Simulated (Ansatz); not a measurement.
# Al5W: which shell does photoemission see at 21.2 and 150 eV? (LDA)

The valence band of Al5W mixes several shells. Work out by hand which one leads the spectrum's area at each photon energy.

Filled states come from the projected DOS of Ansatz 0.2.0 (LDA, plane waves); cross sections σ and asymmetry parameters β are those of free atoms in a Dirac–Hartree–Slater calculation. A shell's area is states × σ × angular factor, which is 1 + β·P₂(cos θ) for linear light, with θ = 30° from the polarisation and P₂ = 0.625.

**At 21.2 eV** (states counted from 11.2 eV below the zero; other shells add 0.42 to the products' sum of 78.1):

| shell | filled states a cell | cross section (Mb an electron) | β | angular factor | product | share by hand (%) | share in the simulated spectrum (%) |
| --- | --- | --- | --- | --- | --- | --- | --- |
| W 5d | 11.14 | 5.51 | 0.32 | 1.20 | 73.6 | 94 | 94 |
| Al 3s | 8.23 | 0.153 | 2.00 | 2.25 | 2.84 | 4 | 4 |
| Al 3p | 20.80 | 0.0697 | -0.25 | 0.84 | 1.22 | 2 | 2 |

**At 150 eV** (states counted from 12.8 eV below the zero; other shells add 0.015 to the products' sum of 1.54):

| shell | filled states a cell | cross section (Mb an electron) | β | angular factor | product | share by hand (%) | share in the simulated spectrum (%) |
| --- | --- | --- | --- | --- | --- | --- | --- |
| W 5d | 11.14 | 0.0116 | 1.48 | 1.92 | 0.249 | 16 | 16 |
| Al 3s | 8.26 | 0.028 | 2.00 | 2.25 | 0.519 | 34 | 34 |
| Al 3p | 20.80 | 0.0183 | 1.59 | 1.99 | 0.759 | 49 | 49 |

W 5d leads at 21.2 eV and Al 3p at 150 eV. Between the two energies σ of W 5d changes by a factor 0.0021 and that of Al 3p by 0.26, so their ratio moves 125-fold in favour of the second. The simulated spectrum uses the same rule on the energy-resolved DOS, so the two share columns agree within a few points.

Only crystals where the two columns agree within 4 points and the lead is clear are worked in this form. Free-atom cross sections ignore the solid's final states, no escape depth or background enters, and the count of states a shell hangs on the projection.
